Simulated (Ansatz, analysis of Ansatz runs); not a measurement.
# Charge-transition level of interstitial Mn in Si (LDA)

Aim: the charge-transition level of interstitial Mn in Si, to be set beside the measurement. Set-up: LDA, 64-site cell, LDA lattice, 420 eV, k: the single point 1/4 1/4 1/4 then 2x2x2 shifted 0.5 0.5 0.5. The model is a cell of 64 host atoms with 1 Mn put in. The level is the Fermi energy at which two charge states have equal formation energy, after a correction for the images of the charge. A local or semilocal functional is the cheapest first rung.

**The experiment.** (+1/0) level below the conduction-band bottom: 0.42 eV, by DLTS (quoted in “Electronic structure of transition-atom impurities in semiconductors: Substitutional 3d impurities in silicon”, 1983, A. Zunger and U. Lindefelt, quoting earlier work (1981)). The calculation is set beside it at the end.

Main program and level: Ansatz 0.2.0; plane-wave PAW DFT, LDA; relaxation of all atoms of a defect supercell.

Most raw output is cut from this account.

### Step 1. Set-up

The cell holds 65 atoms: 64 Si and 1 Mn. Cell: a = 10.804 Å, b = 10.804 Å, c = 10.804 Å, α = 90.0°, β = 90.0°, γ = 90.0°. It derives from Si (space group Fd-3m). Nearest the centre at fractional (0.625, 0.625, 0.125): Mn65 at 0.00 Å, Si52 at 2.34 Å, Si51 at 2.34 Å, Si50 at 2.34 Å, Si49 at 2.34 Å, Si54 at 2.70 Å, Si55 at 2.70 Å, Si53 at 2.70 Å. The cell carries charge +1.

The host's primitive cell comes from a first run (plane-wave PAW DFT, LDA; relaxation of the host's cell and atoms): vectors of 3.820, 3.820 and 3.820 Å. That is 19.70 Å³ an atom, 1.6 % under the diffraction cell's volume. The supercell is built on it.

### Step 2. Relaxation, charge +1

Every later number rests on the structure around the defect, so the atoms are relaxed at the host's lattice first.

File relax0/input.yaml:

```yaml
relax:
  f_tol: 0.02
  max_steps: 80
  random_displacement: { amplitude: 0.02, seed: 971 }
crystal:
  lattice:
    - [10.80396092, 0.0, 0.0]
    - [0.0, 10.80396092, 0.0]
    - [0.0, 0.0, 10.80396092]
  atoms:
    - { symbol: Si, position: [0.0, 0.0, 0.25] }
    - { symbol: Si, position: [0.0, 0.25, 0.0] }
    - { symbol: Si, position: [0.25, 0.0, 0.0] }
    - { symbol: Si, position: [0.25, 0.25, 0.25] }
    - { symbol: Si, position: [0.125, 0.125, 0.375] }
    - { symbol: Si, position: [0.125, 0.375, 0.125] }
    - { symbol: Si, position: [0.375, 0.125, 0.125] }
    - { symbol: Si, position: [0.375, 0.375, 0.375] }
    - { symbol: Si, position: [0.0, 0.0, 0.75] }
    - { symbol: Si, position: [0.0, 0.25, 0.5] }
    - { symbol: Si, position: [0.25, 0.0, 0.5] }
    - { symbol: Si, position: [0.25, 0.25, 0.75] }
    - { symbol: Si, position: [0.125, 0.125, 0.875] }
    - { symbol: Si, position: [0.125, 0.375, 0.625] }
    - { symbol: Si, position: [0.375, 0.125, 0.625] }
    - { symbol: Si, position: [0.375, 0.375, 0.875] }
    - { symbol: Si, position: [0.0, 0.5, 0.25] }
    - { symbol: Si, position: [0.0, 0.75, 0.0] }
    - { symbol: Si, position: [0.25, 0.5, 0.0] }
    - { symbol: Si, position: [0.25, 0.75, 0.25] }
    - { symbol: Si, position: [0.125, 0.625, 0.375] }
    - { symbol: Si, position: [0.125, 0.875, 0.125] }
    - { symbol: Si, position: [0.375, 0.625, 0.125] }
    - { symbol: Si, position: [0.375, 0.875, 0.375] }
    - { symbol: Si, position: [0.0, 0.5, 0.75] }
    - { symbol: Si, position: [0.0, 0.75, 0.5] }
    - { symbol: Si, position: [0.25, 0.5, 0.5] }
    - { symbol: Si, position: [0.25, 0.75, 0.75] }
    - { symbol: Si, position: [0.125, 0.625, 0.875] }
    - { symbol: Si, position: [0.125, 0.875, 0.625] }
    - { symbol: Si, position: [0.375, 0.625, 0.625] }
    - { symbol: Si, position: [0.375, 0.875, 0.875] }
    - { symbol: Si, position: [0.5, 0.0, 0.25] }
    - { symbol: Si, position: [0.5, 0.25, 0.0] }
    - { symbol: Si, position: [0.75, 0.0, 0.0] }
    - { symbol: Si, position: [0.75, 0.25, 0.25] }
    - { symbol: Si, position: [0.625, 0.125, 0.375] }
    - { symbol: Si, position: [0.625, 0.375, 0.125] }
    - { symbol: Si, position: [0.875, 0.125, 0.125] }
    - { symbol: Si, position: [0.875, 0.375, 0.375] }
    - { symbol: Si, position: [0.5, 0.0, 0.75] }
    - { symbol: Si, position: [0.5, 0.25, 0.5] }
    - { symbol: Si, position: [0.75, 0.0, 0.5] }
    - { symbol: Si, position: [0.75, 0.25, 0.75] }
    - { symbol: Si, position: [0.625, 0.125, 0.875] }
    - { symbol: Si, position: [0.625, 0.375, 0.625] }
    - { symbol: Si, position: [0.875, 0.125, 0.625] }
    - { symbol: Si, position: [0.875, 0.375, 0.875] }
    - { symbol: Si, position: [0.5, 0.5, 0.25] }
    - { symbol: Si, position: [0.5, 0.75, 0.0] }
    - { symbol: Si, position: [0.75, 0.5, 0.0] }
    - { symbol: Si, position: [0.75, 0.75, 0.25] }
    - { symbol: Si, position: [0.625, 0.625, 0.375] }
    - { symbol: Si, position: [0.625, 0.875, 0.125] }
    - { symbol: Si, position: [0.875, 0.625, 0.125] }
    - { symbol: Si, position: [0.875, 0.875, 0.375] }
    - { symbol: Si, position: [0.5, 0.5, 0.75] }
    - { symbol: Si, position: [0.5, 0.75, 0.5] }
    - { symbol: Si, position: [0.75, 0.5, 0.5] }
    - { symbol: Si, position: [0.75, 0.75, 0.75] }
    - { symbol: Si, position: [0.625, 0.625, 0.875] }
    - { symbol: Si, position: [0.625, 0.875, 0.625] }
    - { symbol: Si, position: [0.875, 0.625, 0.625] }
    - { symbol: Si, position: [0.875, 0.875, 0.875] }
    - { symbol: Mn, position: [0.625, 0.625, 0.125], spin: 4.0 }
  host:
    repeats: [2, 2, 2]
    atoms:
      - { symbol: Si, position: [0.0, 0.0, 0.5] }
      - { symbol: Si, position: [0.0, 0.5, 0.0] }
      # ... 6 more atoms of the perfect host
total_charge: 1
basis:
  ecutwfc: 420
  xc_grid: 2
hamiltonian:
  xc: lda
kpoints:
  mp_grid: { grid: [1, 1, 1], shift: [0.25, 0.25, 0.25] }
magnetization:
  spin_polarized: true
  initial_magnetization: 4
  spin_locking: { lock_magnetization: hard }
scf:
  occupations: { method: fermi_dirac, width: 0.01 }
  max_iter: 120
output:
  forces: true
  charged_corrections:
    epsilon: 13.26
    static_epsilon: 13.26
    defect_position: [0.625, 0.625, 0.125]
checkpoint:
  write: "../relax0.run"
  compress: false
  write_wavefunctions: true
  write_every: 100000
```

Launch:

```sh
$ ansatz run input.yaml --threads 2 --pin off --max-ram 4710MiB --backend cpu --events-out ev --progress --plain --runs-dir out
```

Run time: 8.3 min. Hardware: 2 threads of Arm Neoverse V1, shared host; peak memory 2.7 GiB; 16 min of CPU time.

Step by step:

```tsv
step	energy less that of the first step (eV)	largest force component (eV/Å)
1	0.0000	1.0694
2	-0.2889	0.4455
3	-0.2866	0.2316
4	-0.3334	0.0334
5	-0.3189	0.0719
6	-0.3338	0.0484
7	-0.3346	0.0088
```

Relaxation steps 3, 5 were tried and not accepted.

The atoms that moved most (Å, from the sites as typed, ahead of the random displacement, the mean shift of all atoms taken out):

```tsv
atom	dx	dy	dz	length
Si51	0.075	-0.033	-0.033	0.089
Si50	-0.033	0.075	-0.033	0.088
Si49	-0.032	-0.032	0.075	0.087
Si48	0.024	-0.048	-0.048	0.072
Si32	-0.048	0.023	-0.048	0.071
Si8	-0.047	-0.048	0.022	0.071
Si28	-0.022	-0.021	-0.021	0.036
Si44	-0.021	-0.021	-0.021	0.036
```

Neighbours of Mn65 at the end:

```tsv
atom	distance (Å)
Si52	2.377
Si50	2.410
Si49	2.410
Si51	2.411
Si61	2.657
Si38	2.658
Si23	2.658
Si55	2.748
Si54	2.750
Si53	2.751
```

Numbers from this step:

- free energy: -42799.7590 eV
- total moment: 4.000 μB
- integral of the absolute spin density: 4.385 μB
- spin contamination: 0.1494

The series, run alike:

```tsv
run	outcome	energy less the first (eV)	moment (μB)	time
relaxation, charge +1	converged	0.0000	4.00	8.3 min
relaxation, charge 0	converged	6.6578	3.00	6.7 min
```

The relaxation ends 5.1 meV an atom lower than the displaced start, with a largest force component of 0.0088 eV/Å.

### Step 3. Single point, charge +1

The relaxed structure is kept, and the final numbers are taken at the final level and k-points.

This step: plane-wave PAW DFT, LDA; single point of a defect supercell.

File point0/input.yaml:

```yaml
crystal:
  lattice:
    - [10.80396092, 0.0, 0.0]
    - [0.0, 10.80396092, 0.0]
    - [0.0, 0.0, 10.80396092]
  atoms:
    - { symbol: Si, position: [-6.8205e-05, -1.1949e-05, 0.249589032] }
    - { symbol: Si, position: [0.000516541, 0.249598113, 0.000863525] }
[... 20 atom lines left out ...]
    - { symbol: Si, position: [0.377278144, 0.624721997, 0.124870107] }
[... 14 atom lines left out ...]
    - { symbol: Si, position: [0.624667048, 0.377332822, 0.124830047] }
[... 10 atom lines left out ...]
    - { symbol: Si, position: [0.497000613, 0.497035829, 0.257096274] }
    - { symbol: Si, position: [0.496972165, 0.756927612, -0.002846369] }
    - { symbol: Si, position: [0.756931286, 0.49694439, -0.002859955] }
    - { symbol: Si, position: [0.750186472, 0.750415569, 0.250577647] }
    - { symbol: Si, position: [0.624483134, 0.624500731, 0.378106718] }
    - { symbol: Si, position: [0.62443409, 0.877919596, 0.124654118] }
    - { symbol: Si, position: [0.877695159, 0.624532256, 0.124715935] }
[... 4 atom lines left out ...]
    - { symbol: Si, position: [0.749853349, 0.749920767, 0.752101286] }
    - { symbol: Si, position: [0.624680323, 0.624641205, 0.877504333] }
[... 3 atom lines left out ...]
    - { symbol: Mn, position: [0.623331497, 0.623352701, 0.123471252], spin: 4.0 }
  host:
    repeats: [2, 2, 2]
    atoms:
      - { symbol: Si, position: [0.0, 0.0, 0.5] }
      - { symbol: Si, position: [0.0, 0.5, 0.0] }
      # ... 6 more atoms of the perfect host
total_charge: 1
basis:
  ecutwfc: 420
  xc_grid: 2
hamiltonian:
  xc: lda
kpoints:
  mp_grid: { grid: [2, 2, 2], shift: [0.5, 0.5, 0.5] }
magnetization:
  spin_polarized: true
  initial_magnetization: 4
  spin_locking: { lock_magnetization: hard }
scf:
  occupations: { method: fermi_dirac, width: 0.01 }
  max_iter: 120
output:
  forces: true
  charged_corrections:
    epsilon: 13.26
    static_epsilon: 13.26
    defect_position: [0.625, 0.625, 0.125]
  eigenvalues: true
checkpoint:
  write: "../point0.run"
  compress: false
  write_wavefunctions: true
  write_every: 100000
```

Elapsed: 6.6 min, on 2 threads; peak memory 3.3 GiB; 13 min of CPU time.

Numbers from this step:

```
free energy                           : -42799.7194 eV
total moment                          : 4.000 μB
integral of the absolute spin density : 4.266 μB
spin contamination                    : 0.1650
```

The series, run alike:

```tsv
run	outcome	energy less the first (eV)	moment (μB)	time
single point, charge +1	converged	0.0000	4.00	6.6 min
single point, charge 0	converged	6.6587	3.00	7.4 min
```

### Step 4. Charge-transition levels

A charged cell feels its images and has its own zero of potential; this step corrects both and places the level between the host's band edges.

This step: place-levels on LDA runs: charge-transition levels with image-charge correction and potential alignment at the atomic sites.

File levels.yaml:

```yaml
host:
  run: host.point.run
  levels_from: { run: edges.run }
states: [point0.run, point1.run]
geometry_from:
  point0.run: relax0.run
  point1.run: relax1.run
  host.point.run: host.relax.run
```

Launch:

```sh
$ ansatz place-levels levels.yaml -- --threads 2 --pin off --max-ram 4710MiB
```

Wall time 0.23 s (2 threads).

Read from the output:

- gap: 0.4279 eV

### Step 5. What came out

```yaml
static_dielectric_constant_used: 13.3
band_gap_of_the_host: 0.43 eV
plus_1_over_0_level_below_the_conduction_band_bottom: 0.32 eV
time_of_the_whole_chain: 30 min on 2 threads
```

In words: (+1/0) level below the conduction-band bottom: computed 0.32 eV, measured 0.42 eV; 0.10 eV shallower than the measurement. The level is counted in a gap of 0.43 eV, and the correction is screened by a dielectric constant of 13.3 from a linear-response run on the host (LDA). Levels hang on the band edges, which semilocal functionals place too close together.

[Logs are printed without paths, hosts, clocks, repeated set-up lines and the standing remarks that a program may print on its own settings, such as how far it seeks lower states.]

[Hosts, paths, dates, database ids (printed as entryN), source tags and the programs' standing remarks are cut or masked in the printed files.]

[For some hosts the program warned that the k-mesh of the response run may be too coarse for force constants and the static dielectric constant; such warnings are not shown here.]
